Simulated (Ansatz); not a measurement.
Planning a run of Ansatz 0.2.0 on Ga2O3 (C2/m). The input:

```yaml
crystal:
  lattice:
    - [6.107, -1.51855, 0.0]
    - [6.107, 1.51855, 0.0]
    - [-1.3859888959, 0.0, 5.630008738]
  atoms:
    - { symbol: Ga, position: [0.0905, 0.0905, 0.7946] }
    - { symbol: Ga, position: [0.9095, 0.9095, 0.2054] }
    - { symbol: Ga, position: [0.65866, 0.65866, 0.31402] }
    - { symbol: Ga, position: [0.34134, 0.34134, 0.68598] }
    - { symbol: O, position: [0.1645, 0.1645, 0.1098] }
    - { symbol: O, position: [0.8355, 0.8355, 0.8902] }
    - { symbol: O, position: [0.1733, 0.1733, 0.5632] }
    - { symbol: O, position: [0.8267, 0.8267, 0.4368] }
    - { symbol: O, position: [0.4959, 0.4959, 0.2566] }
    - { symbol: O, position: [0.5041, 0.5041, 0.7434] }
kpoints:
  mp_grid: { grid: [6, 6, 4] }
hamiltonian:
  xc: r2scan
scf:
  occupations: { method: fixed }
gw:
  n_empty_bands: 572
  ecut_chi: 180.0
  qp_bands: [v3, c3]
  qp_kpoints: band_edges
  screening: { model: contour_deformation }
```

```sh
ansatz run input.yaml --threads 3 --pin off --max-ram 92160MiB --backend cuda --events-out ev --progress --plain --runs-dir out --devices 1 --max-vram 13GiB  # rebuilt from the run's record
```

Question: Estimate wall time and host memory on 1 × NVIDIA H100 80GB HBM3 (shared by 6 runs) with 3 threads of AMD EPYC 7R13 (Zen 3), shared host.

It took 8.7 min; on shared hardware allow 4.4 min to 17 min. Peak host memory was 5.3 GiB. The sizes that set the cost: 2661 plane waves a state, 47 irreducible k points, 616 bands summed, 577 plane waves in the screening and 8 SCF cycles.

The screening grows as filled bands × empty bands × pairs of k points, times the square of the screening basis for the matrix.

[Paths, hosts, dates, memory and timing lines, banners, echoed tables and standing remarks are left out of the program output.]

[Logs are printed without paths, hosts, clocks, repeated set-up lines and the standing remarks that a program may print on its own settings, such as how far it seeks lower states.]

[Runs of the session that timed out or met a known fault of the program may be left out.]

[Cells called generated may have been cut or substituted from an entry of the Crystallography Open Database or the Materials Project.]

[Hosts, paths, dates, database ids (printed as entryN), source tags and the programs' standing remarks are cut or masked in the printed files.]
